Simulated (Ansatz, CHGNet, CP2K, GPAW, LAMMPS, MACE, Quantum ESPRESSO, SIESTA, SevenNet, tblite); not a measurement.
**tblite on glassy 67SiO2-13Li2O-10Na2O-10SrO (mol %) (113 atoms): settings against a plane-wave reference**

How near does tblite come to plane waves for glassy 67SiO2-13Li2O-10Na2O-10SrO (mol %) (113 atoms)?

Program: tblite 0.8.0. Level of theory: the method is named at each step. Results are calculated unless marked as measured.

## Step 1: The starting structure

The cell holds 113 atoms: 26 Si, 10 Li, 8 Na, 4 Sr and 65 O. Cell: a = 11.372 Å, b = 11.372 Å, c = 11.372 Å, α = 90.0°, β = 90.0°, γ = 90.0°. 113 atoms (26 Si, 10 Li, 8 Na, 4 Sr, 65 O) placed at random at 2.59 g/cm³, melted at 4000 K for 10 ps at fixed volume with the Morse and Coulomb pair potential with partial charges (Pedone, Malavasi, Menziani, Cormack and Segre, J. Phys. Chem. B 110, 11780 (2006)). Quenched from 4000 K to 300 K at 25 K/ps and fixed volume, held 10 ps at zero pressure.

The yardstick, on the same geometry:

- method: Kohn-Sham DFT, PBE, PAW, plane waves (Ansatz 0.2.0); cutoff 420 eV, Γ point, fermi-dirac smearing of 0.05 eV; PAW set soft_2
- r.m.s. force component: 1.302 eV/Å
- longest force: 5.892 eV/Å
- pressure: 3.819 GPa
- gap (highest filled to lowest empty level): 2.877 eV
- SCF cycles: 9
- time: 12 s on 8 threads of Arm Neoverse V2, shared host
- CPU time: 91 s

## Step 2: IPEA1-xTB

Method: IPEA1-xTB tight binding, diagonalisation.

The input, run.py:

```python
import numpy as np
from ase.io import read
from tblite.ase import TBLite

atoms = read("structure.xyz")
atoms.calc = TBLite(method="IPEA1-xTB", electronic_temperature=580, accuracy=1.0, max_iterations=250, mixer_damping=0.4, verbosity=1)
energy = atoms.get_potential_energy()
forces = atoms.get_forces()
print(f"energy {energy:.6f} eV")
print("forces (eV/A)")
for i, (a, f) in enumerate(zip(atoms, forces)):
    print(f"{i:4d} {a.symbol:2s} {f[0]:10.5f} {f[1]:10.5f} {f[2]:10.5f}")
stress = -atoms.get_stress(voigt=False) * 160.21766
print("stress (GPa, compression positive)")
for row in stress:
    print(" ".join(f"{x:10.4f}" for x in row))
print("charges (e)")
print(np.array2string(atoms.get_charges(), precision=4, suppress_small=True, max_line_width=110, threshold=100000))
```

The input, structure.xyz:

```xyz
113
Lattice="11.37190 0.00000 0.00000 0.00000 11.37190 0.00000 0.00000 0.00000 11.37190" Properties=species:S:1:pos:R:3 pbc="T T T"
Si 5.08096 1.04383 9.74344
Si 9.58594 3.26578 0.03116
Si 11.14947 7.25084 4.94143
Si 6.97370 1.76321 0.82424
Si 0.08802 2.75268 2.32282
Si 1.89990 7.82421 7.39481
Si 5.94955 5.68356 4.62996
Si 3.14137 9.99863 2.48180
Si 9.11685 8.85553 8.09622
Si 6.15652 6.03825 0.30556
Si 6.38225 8.31627 9.58697
Si 4.92176 2.96113 5.62625
Si 5.03093 7.70685 6.70544
Si 2.44109 0.35594 11.21224
Si 11.34722 1.26353 6.44593
Si 8.76501 10.72109 2.20933
Si 7.49022 3.37950 7.54912
Si 9.54762 1.51246 8.86360
Si 1.64199 5.26553 3.47480
Si 2.07060 3.77149 6.29219
Si 9.12857 6.27422 1.06077
Si 5.29419 4.22023 9.56536
Si 9.46551 5.85858 7.05820
Si 0.71882 5.31784 8.68836
Si 4.04817 6.95483 2.43814
Si 9.22056 1.79881 4.19225
Li 0.31671 11.04610 3.89954
Li 6.81757 3.44284 3.27226
Li 9.32268 9.34042 10.89178
Li 10.57416 11.32061 11.17642
Li 10.28065 10.05390 5.62272
Li 0.08654 6.14299 11.19655
Li 9.28174 4.93029 3.82858
Li 7.30360 10.99185 9.19543
Li 0.46920 10.41166 8.14387
Li 5.49706 0.94808 3.31684
Na 3.74522 9.66441 9.42287
Na 5.94591 10.24585 1.06930
Na 3.13239 6.88910 10.46215
Na 8.46149 7.61633 3.89715
Na 3.51710 2.19955 2.63658
Na 1.01164 2.26619 9.85330
Na 0.76089 8.70246 10.36890
Na 6.04064 9.16348 3.98801
Sr 0.14943 8.38416 1.96143
Sr 3.00912 10.75190 5.64365
Sr 2.95112 4.37591 0.29271
Sr 6.61560 0.08825 6.23191
O 4.62427 1.47482 5.09916
O 9.93188 2.93998 3.26885
O 4.08729 5.17592 9.27879
O 1.89661 10.01421 3.43329
O 4.77233 2.67854 9.54716
O 0.82435 6.62436 3.82448
O 1.21224 2.36774 6.25693
O 3.71065 0.39790 10.19286
[... 53 atom lines left out ...]
O 3.44728 7.34773 6.71124
O 8.89226 7.36149 7.37627
O 4.87093 6.48676 1.07089
O 10.90429 1.28753 7.94600
```

On the command line:

```bash
$ OMP_NUM_THREADS=1 python run.py > output.txt
```

Output:

```text
------------------------------------------------------------
  cycle        total energy    energy error   density error
------------------------------------------------------------
      1     -364.1797898551  -3.6584294E+02   8.2087954E-01
      2     -369.0459465251  -4.8661567E+00   5.1765342E-01
      3     -362.8071339496   6.2388126E+00   3.9771103E-01
      4     -374.8167316151  -1.2009598E+01   1.1503572E-01
      5     -375.8827405616  -1.0660089E+00   1.1519414E-01
      6     -376.1575332846  -2.7479272E-01   9.6276252E-02
      7     -376.3057622244  -1.4822894E-01   7.2502339E-02
      8     -376.5007554166  -1.9499319E-01   1.4637432E-02
      9     -376.5266272988  -2.5871882E-02   6.7361272E-03
     10     -376.5338395392  -7.2122403E-03   2.1168528E-03
     11     -376.5341223554  -2.8281624E-04   9.5115077E-04
     12     -376.5341696924  -4.7336936E-05   5.4799975E-04
     13     -376.5341792651  -9.5727325E-06   2.2897840E-04
     14     -376.5341843206  -5.0554984E-06   1.7101029E-04
     15     -376.5341852474  -9.2680887E-07   1.0607135E-04
     16     -376.5341862713  -1.0239046E-06   1.7239865E-05
     17     -376.5341862534   1.7954449E-08   1.7678091E-05
------------------------------------------------------------
 total:                                   7.636 sec
energy -10246.017094 eV
forces (eV/A)
   0 Si    0.78313    1.20915   -1.76510
   1 Si    1.29802    0.55631   -0.30789
   2 Si    0.78008   -0.71542    1.49721
   3 Si   -2.16321   -2.49259    2.33381
   4 Si   -0.19201    0.11834    3.20882
   5 Si    1.17606   -3.49208   -1.04049
   6 Si   -0.43637   -0.20406   -0.24155
   7 Si    0.20012    0.13722    0.08580
   8 Si   -1.55034    0.43668   -2.32681
   9 Si    1.30153   -2.43351   -2.02976
  10 Si    0.19568    0.89966    0.02708
  11 Si   -0.41456   -0.38404   -0.33800
  12 Si   -0.58298    2.08208    0.68299
  13 Si   -1.08212    0.07497    1.32901
  14 Si    1.78423    0.52650   -2.07604
  15 Si    0.13532    1.02713    0.41072
  16 Si   -1.78550    1.88239   -0.07690
  17 Si    0.31669    1.05660   -0.25467
  18 Si   -0.08158   -0.13856    0.57463
  19 Si   -0.63803   -1.58533    0.55748
  20 Si    1.40476    0.81547   -1.65203
  21 Si   -1.92469    0.13373    0.19415
  22 Si   -0.99371    0.88512   -1.02452
  23 Si    1.37701    0.44838    2.74489
[...]
105 O     0.61200   -0.40436    0.26192
 106 O     0.66016   -0.88149   -0.71896
 107 O    -0.74188    0.63948    0.46067
 108 O    -0.37746    0.78243   -0.95568
 109 O    -1.47502    0.33861    0.85272
 110 O     0.24145   -1.24819    0.43977
 111 O    -2.23888    0.96932    1.12825
 112 O    -1.12149    0.24125    3.07505
stress (GPa, compression positive)
   -2.7723    -1.3149    -0.5126
   -1.3149    -3.6785    -0.3879
   -0.5126    -0.3879    -0.3438
charges (e)
[ 0.3548  0.42    0.383   0.354   0.363   0.3599  0.3529  0.2959  0.287   0.411   0.3377  0.3728  0.3762
  0.2933  0.365   0.267   0.4416  0.4059  0.4133  0.4115  0.3078  0.3474  0.4226  0.3627  0.4336  0.3432
  0.3878  0.4823  0.4171  0.4252  0.4209  0.4346  0.4259  0.4878  0.4543  0.4273  0.2472  0.1832  0.2014
  0.1589  0.1629  0.1436  0.1559  0.1885  0.6787  0.7115  0.6984  0.6761 -0.3484 -0.2583 -0.3605 -0.3433
 -0.2357 -0.2114 -0.2322 -0.2304 -0.2412 -0.1914 -0.1936 -0.2089 -0.2684 -0.376  -0.2114 -0.3417 -0.2404
 -0.2064 -0.2158 -0.3592 -0.3762 -0.3558 -0.243  -0.2314 -0.1964 -0.2071 -0.348  -0.2234 -0.2425 -0.2345
 -0.1944 -0.3962 -0.345  -0.3806 -0.211  -0.3588 -0.3694 -0.226  -0.3468 -0.3519 -0.3737 -0.2624 -0.381
 -0.2052 -0.2204 -0.3766 -0.5403 -0.2213 -0.3674 -0.3438 -0.3554 -0.2315 -0.2187 -0.1956 -0.2066 -0.2028
 -0.2221 -0.2077 -0.3651 -0.3627 -0.1892 -0.2414 -0.2236 -0.2028 -0.2223]
```

The job ended after 9 s (1 thread of Arm Neoverse V2, shared host; peak memory 0.14 GiB).

Banners, paths, timers and routine set-up lines are dropped from the logs unmarked, and long logs keep their key lines alone; longer cuts are marked.

Compared with the plane-wave run:

```yaml
r_m_s_force_component: 1.051 eV/Å
r_m_s_difference_of_force_components: 610.6 meV/Å
longest_difference_of_force_vectors: 2622 meV/Å
force_difference_over_r_m_s_force: 46.9 %
slope_of_forces_against_the_reference_s: 0.7159
correlation_of_force_components: 0.8868
pressure: -2.265 GPa
pressure_difference: -6.084 GPa
```

Length of the force difference by element (eV/Å):

```tsv
element	atoms	mean	most
Li	10	0.48	0.84
Na	8	0.80	1.3
O	65	0.67	1.3
Si	26	1.7	2.6
Sr	4	0.96	1.9
```

A closer look about O70, which bears the longest force: 9 atoms, nearest first, numbered in the order of the input, with positions taken from that point.

```tsv
atom	x	y	z	distance (Å)	Mulliken charge (e)	Fx	Fy	Fz (eV/Å)
O70	0.00	0.00	0.00	0.00	-0.36	-0.32	5.00	1.26
Si6	-0.30	-1.40	-0.46	1.50	0.36	1.18	-3.49	-1.04
Li35	-1.73	1.19	0.29	2.12	0.45	0.07	0.10	0.26
Na37	1.54	0.44	1.57	2.24	0.25	0.53	0.17	-0.50
O110	1.24	-1.87	-1.14	2.52	-0.24	-1.48	0.34	0.85
O65	-0.67	-2.43	0.77	2.63	-0.24	-0.06	0.26	0.60
O76	-1.51	-1.62	-1.50	2.67	-0.22	-0.31	-0.06	-2.36
Sr46	0.81	1.53	-2.21	2.81	0.71	0.02	-0.34	-0.21
Na43	-1.44	-0.52	2.51	2.94	0.16	-0.15	0.05	-1.14
```

Atoms are counted from 1 here, from 0 in the log.

Forces lie 47 % from the reference's, at 0.091 times its CPU time (on 1 against 8 cores).

Further runs of this program without a result: tblite GFN2-xTB (not converged).

## Step 3: Results

```yaml
force_difference_from_the_reference: tblite IPEA1-xTB, 47 %
its_cpu_time: 8.3 s
```

**Reading.** Tight binding differs by 47 % (tblite IPEA1-xTB); it is another model, with fitted parameters of its own, and the xTB methods hold dispersion. IPEA1-xTB was fitted to ionisation energies and electron affinities, not to forces or charges. One electronic-structure run takes under half the reference's CPU time: tblite IPEA1-xTB, at 47 % in 8.3 s against 91 s; its pressure misses by -6.1 GPa. Periodic xTB results under one method name differ between programs and library versions. The quench rate of 25 K/ps is many orders above laboratory rates, so the cell is likely richer in defects and strain than a real sample. The network of bonds at the start is that of the classical potential that made the cell, and needn't be the one that DFT or experiment would give. The reference's stress is far from hydrostatic: its diagonal is 3.5, 2.4, 5.6 GPa, compression counted positive. The electronic-structure runs sample only Γ, in a cell whose shortest periodic width is 11 Å.

[Also dropped from logs without a mark: logging warnings of Python, and SIESTA's first energy breakdown and zero terms.]

[Logs are printed without paths, hosts, clocks, repeated set-up lines and the standing remarks that a program may print on its own settings, such as how far it seeks lower states.]

[Hosts, paths, dates, database ids (printed as entryN), source tags and the programs' standing remarks are cut or masked in the printed files.]
